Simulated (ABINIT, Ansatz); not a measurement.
# Converging GW for KCaCl3 (Pm-3m) in ABINIT, part 2 of 2

What does each rung of G0W0 on KCaCl3 (Pm-3m) cost, and what does it buy?

ABINIT 10.8.3; PBEsol and many-body steps on it, plane waves. Known limits of the many-body steps: not at the basis limit; coarse k mesh.

So far. Step 3 (Screening, 2×2×2 mesh, 51 bands, screening to 62.6 eV): Local fields lower ε∞ by 14 %. On a Γ-centred mesh this coarse the value itself is usually too large, while a short band sum pulls it down. Step 4 (51 bands, 62.6 eV): The gap on the mesh goes from 4.65 eV to 7.00 eV, a correction of +2.35 eV.

## Step 6: 123 bands, 114.3 eV

This step: G0W0 on PBEsol, plane waves, norm-conserving pseudopotentials.

The input, run.abi:

```
acell 3*1.0 Angstrom
rprim 
  5.393523000000 0.000000000000 0.000000000000
  0.000000000000 5.393523000000 0.000000000000
  0.000000000000 0.000000000000 5.393523000000
ntypat 3
znucl 19 20 17
natom 5
typat 1 2 3 3 3
xred 
  0.000000000000 0.000000000000 0.000000000000
  0.500000000000 0.500000000000 0.500000000000
  0.000000000000 0.500000000000 0.500000000000
  0.500000000000 0.000000000000 0.500000000000
  0.500000000000 0.500000000000 0.000000000000
pp_dirpath "pseudos"
pseudos "K.upf, Ca.upf, Cl.upf"
ecut 33
ngkpt 2 2 2
nshiftk 1
shiftk 0 0 0
kptopt 1
chksymbreak 0
istwfk *1
occopt 1
irdwfk 1
optdriver 4
nband 123
gwcalctyp 0
ecutsigx 33
symsigma 1
nkptgw 2
kptgw 
  0.5000000000 0.5000000000 0.5000000000
  0.0000000000 0.0000000000 0.0000000000
bdgw 
  18 24
  18 24
ecuteps 4.2
irdscr 1
ppmodel 1
indata_prefix "in"
outdata_prefix "out"
tmpdata_prefix "tmp"
```

Command:

```sh
OMP_NUM_THREADS=1 mpirun -n 4 abinit run.abi > log
```

Numbers of over 12 decimals in the logs are rounded to 6 here.

What it wrote:

```text
.Version 10.8.3 of ABINIT. v10.8.2 released Aug 2026.

 Symmetries : space group Pm -3 m (#221); Bravais cP (primitive cubic)
[... echo of the input left out ...]
== DATASET  1 ==================================================================
-   mpi_nproc: 4, omp_nthreads: 1 (-1 if OMP is not activated)

--- !DatasetInfo
iteration_state: {dtset: 1, }
dimensions: {natom: 5, nkpt: 4, mband: 123, nsppol: 1, nspinor: 1, nspden: 1, mpw: 9627, }
cutoff_energies: {ecut:  33.0, pawecutdg:  -1.0, }
electrons: {nelect:   4.00000000E+01, charge:   0.00000000E+00, occopt:   1.00000000E+00, tsmear:   1.00000000E-02, }

 SIGMA: Calculation of the GW corrections

 Based on a program developped by R.W. Godby, V. Olevano, G. Onida, and L. Reining.
 Incorporated in ABINIT by V. Olevano, G.-M. Rignanese, and M. Torrent.
.Using double precision arithmetic ; gwpc =  8

[... cell and pseudopotentials left out ...]
--------------------------------------------------------------------------------

 ==== K-mesh for the wavefunctions ====
 Number of points in the irreducible wedge :     4
[... list of points left out ...]
 Together with 48 symmetry operations and time-reversal symmetry
 yields     8 points in the full Brillouin Zone.

 ==== Q-mesh for screening function ====
 Number of points in the irreducible wedge :     4
[... list of points left out ...]
 Together with 48 symmetry operations and time-reversal symmetry
 yields     8 points in the full Brillouin Zone.

 vcoul_init : cutoff-mode = AUXILIARY_FUNCTION
 q-points for optical limit:   1
     1)      0.000010    0.000020    0.000030
 setmesh: FFT mesh size selected  =    54x   54x   54
          total number of points  =       157464

 Number of electrons calculated from density =   40.0000; Expected =   40.0000
[...]
number of omega for Sigma on real axis              0
 max omega for Sigma on real axis  [eV]           0.00
 zcut for avoiding poles [eV]                     0.10

 EPSILON^-1 parameters (SCR file):
 dimension of the eps^-1 matrix on file            461
 dimension of the eps^-1 matrix used               461
 number of plane-waves for wavefunctions          9627
 number of bands                                   123
 number of q-points in IBZ                           4
 number of frequencies                               2
 number of real frequencies                          1
 number of imag frequencies                          1

 matrix elements of self-energy operator (all in [eV])

 Perturbative Calculation

--- !SelfEnergy_ee
iteration_state: {dtset: 1, }
kpoint     : [   0.500,    0.500,    0.500, ]
spin       : 1
KS_gap     :    6.260
QP_gap     :    8.830
Delta_QP_KS:    2.569
data: !SigmaeeData |
     Band     E0 <VxcDFT>   SigX SigC(E0)      Z dSigC/dE  Sig(E)    E-E0       E
       18  -0.113 -14.235 -18.503   2.467   0.805  -0.242 -15.686  -1.451  -1.564
       19  -0.113 -14.235 -18.503   2.467   0.805  -0.242 -15.686  -1.451  -1.564
       20  -0.113 -14.235 -18.503   2.467   0.805  -0.242 -15.686  -1.451  -1.564
[...]
--- !SelfEnergy_ee
iteration_state: {dtset: 1, }
kpoint     : [   0.000,    0.000,    0.000, ]
spin       : 1
KS_gap     :    4.936
QP_gap     :    7.371
Delta_QP_KS:    2.435
data: !SigmaeeData |
     Band     E0 <VxcDFT>   SigX SigC(E0)      Z dSigC/dE  Sig(E)    E-E0       E
[...]
23   5.431 -11.616  -5.726  -3.042   0.843  -0.187  -9.216   2.399   7.830
       24   5.431 -11.616  -5.726  -3.042   0.843  -0.187  -9.216   2.399   7.830

== END DATASET(S) ==============================================================
================================================================================

 -outvars: echo values of variables after computation  --------
           etotal      0.0000000000E+00
            nband         123
             nkpt           4
          spgroup         221
 [... the other variables as echoed above ...]

 Calculation completed.
```

Wall time 37 s (4 MPI ranks of Arm Neoverse N1, shared host); peak memory 1.3 GiB; 2.5 min of CPU time.

This step gave:

```yaml
g0w0_gap_on_the_points_computed: 7.069 eV
starting_gap_on_the_mesh: 4.647 eV
k_of_the_valence_top: 0.5, 0.5, 0.5
k_of_the_conduction_bottom: 0, 0, 0
z_at_the_valence_top: 0.805
z_at_the_conduction_bottom: 0.869
least_direct_g0w0_gap_on_the_computed_points: 7.37 eV
```

Against G0W0 in ABINIT (2×2×2 mesh, 51 bands, screening to 62.6 eV, Godby-Needs plasmon pole), the gap moves by +0.071 eV.

## Step 7: Screening, 2×2×2 mesh, 274 bands, screening to 176.9 eV

This step: RPA screening on PBEsol, plane waves, norm-conserving pseudopotentials.

Edit run.abi of step 6 so:

```diff
@@ -26,17 +26,8 @@
 irdwfk 1
-optdriver 4
-nband 123
-gwcalctyp 0
-ecutsigx 33
-symsigma 1
-nkptgw 2
-kptgw 
-  0.5000000000 0.5000000000 0.5000000000
-  0.0000000000 0.0000000000 0.0000000000
-bdgw 
-  18 24
-  18 24
-ecuteps 4.2
-irdscr 1
-ppmodel 1
+optdriver 3
+nband 274
+ecuteps 6.5
+inclvkb 2
+awtr 1
+symchi 1
 indata_prefix "in"
```

What it wrote:

```text
.Version 10.8.3 of ABINIT. v10.8.2 released Aug 2026.

 Symmetries : space group Pm -3 m (#221); Bravais cP (primitive cubic)
[... echo of the input left out ...]
== DATASET  1 ==================================================================
-   mpi_nproc: 4, omp_nthreads: 1 (-1 if OMP is not activated)

--- !DatasetInfo
iteration_state: {dtset: 1, }
dimensions: {natom: 5, nkpt: 4, mband: 274, nsppol: 1, nspinor: 1, nspden: 1, mpw: 9627, }
cutoff_energies: {ecut:  33.0, pawecutdg:  -1.0, }
[...]
--------------------------------------------------------------------------------
[... chi0 elements left out ...]
 For q-point:  0.000010 0.000020 0.000030
  dielectric constant =   2.5516
  dielectric constant without local fields =   2.9993

  Average fulfillment of the sum rule on Im[epsilon] for q-point    1 :     72.65  [%]
[... wings left out ...]
  q-point number  2        q = ( 0.500000, 0.000000, 0.000000) [r.l.u.]
--------------------------------------------------------------------------------
[... chi0 elements left out ...]
  Average fulfillment of the sum rule on Im[epsilon] for q-point    2 :     75.63  [%]

 [... 2 further q-points ...]
```

The job ended after 2.8 min (4 MPI ranks; peak memory 2.1 GiB; 11 min of CPU time).

Numbers from this step:

| Item | Value |
| --- | --- |
| ε∞ with local fields, on this mesh, along the program's q direction | 2.552 |
| the same without local fields | 2.999 |
| plasma frequency | 18.75 eV |
| plane waves in the screening matrix | 847 |

## Step 8: 274 bands, 176.9 eV

This step: G0W0 on PBEsol, plane waves, norm-conserving pseudopotentials.

Edit run.abi of step 7 so:

```diff
@@ -26,8 +26,17 @@
 irdwfk 1
-optdriver 3
+optdriver 4
 nband 274
+gwcalctyp 0
+ecutsigx 33
+symsigma 1
+nkptgw 2
+kptgw 
+  0.5000000000 0.5000000000 0.5000000000
+  0.0000000000 0.0000000000 0.0000000000
+bdgw 
+  18 24
+  18 24
 ecuteps 6.5
-inclvkb 2
-awtr 1
-symchi 1
+irdscr 1
+ppmodel 1
 indata_prefix "in"
```

What it wrote:

```text
.Version 10.8.3 of ABINIT. v10.8.2 released Aug 2026.

 Symmetries : space group Pm -3 m (#221); Bravais cP (primitive cubic)
[... echo of the input left out ...]
== DATASET  1 ==================================================================
-   mpi_nproc: 4, omp_nthreads: 1 (-1 if OMP is not activated)

--- !DatasetInfo
iteration_state: {dtset: 1, }
dimensions: {natom: 5, nkpt: 4, mband: 274, nsppol: 1, nspinor: 1, nspden: 1, mpw: 9627, }
cutoff_energies: {ecut:  33.0, pawecutdg:  -1.0, }
[...]
Band     E0 <VxcDFT>   SigX SigC(E0)      Z dSigC/dE  Sig(E)    E-E0       E
[...]
23   5.431 -11.616  -5.726  -3.390   0.838  -0.193  -9.520   2.096   7.527
       24   5.431 -11.616  -5.726  -3.390   0.838  -0.193  -9.520   2.096   7.527

== END DATASET(S) ==============================================================
================================================================================

 -outvars: echo values of variables after computation  --------
           etotal      0.0000000000E+00
            nband         274
             nkpt           4
          spgroup         221
 [... the other variables as echoed above ...]

 Calculation completed.
```

It took 3.8 min on 4 MPI ranks; peak memory 2.6 GiB.

Numbers from this step:

```yaml
g0w0_gap_on_the_points_computed: 7.218 eV
starting_gap_on_the_mesh: 4.647 eV
k_of_the_valence_top: 0.5, 0.5, 0.5
k_of_the_conduction_bottom: 0, 0, 0
least_direct_g0w0_gap_on_the_computed_points: 7.513 eV
```

Against G0W0 in ABINIT (2×2×2 mesh, 123 bands, screening to 114.3 eV, Godby-Needs plasmon pole), the gap moves by +0.149 eV.

## Step 9: The runs together

Times are wall times on 4 MPI ranks of Arm Neoverse N1, shared host, good to a factor of about two. A run's time includes the screening step that it read.

| run | mesh | bands | screening cutoff (eV) | DFT gap (eV) | gap on the mesh (eV) | direct (eV) | ε∞ used | time |
| --- | --- | --- | --- | --- | --- | --- | --- | --- |
| 51 bands, 62.6 eV | 2×2×2 | 51 | 62.6 | 4.647 | 6.998 | 7.315 | 2.54 | 26 s |
| 123 bands, 114.3 eV | 2×2×2 | 123 | 114.3 | 4.647 | 7.069 | 7.370 | 2.55 | 86 s |
| 274 bands, 176.9 eV | 2×2×2 | 274 | 176.9 | 4.647 | 7.218 | 7.513 | 2.55 | 6.6 min |

## Step 10: Outcome

```json
{
  "51 bands, 62.6 eV": "6.998 eV",
  "123 bands, 114.3 eV": "7.069 eV",
  "274 bands, 176.9 eV": "7.218 eV",
  "known limits": "not at the basis limit; coarse k mesh"
}
```

In words: From the first rung to the last the gap moves by +0.22 eV for 15 times the time. The steps are not yet shrinking, so no limit is drawn. In the G0W0 runs levels were corrected at 2 k points alone, so a gap called «on the mesh» is the least over those, and an edge elsewhere would be missed. The 2×2×2 mesh is coarse for this cell, which bears on the long-range parts of exchange and screening. This is the ideal cubic cell; many perovskites, halides above all, are cubic only on average, and local tilts or off-centring can widen the gap.

[Paths, hosts, dates, memory and timing lines, banners, echoed tables and standing remarks are left out of the program output.]

[Logs are printed without paths, hosts, clocks, repeated set-up lines and the standing remarks that a program may print on its own settings, such as how far it seeks lower states.]

[Runs of the session that timed out or met a known fault of the program may be left out.]

[Hosts, paths, dates, database ids (printed as entryN), source tags and the programs' standing remarks are cut or masked in the printed files.]

[G0W0 gaps are taken among the corrected bands and points alone; a level outside them can change the order at an edge.]

[Where Ansatz stands beside ABINIT at settings called matched, ABINIT's density can come from a denser mesh and the files from another edition; pairs whose starting gaps differed by over 0.03 eV were left out, so agreement reads better than it is.]
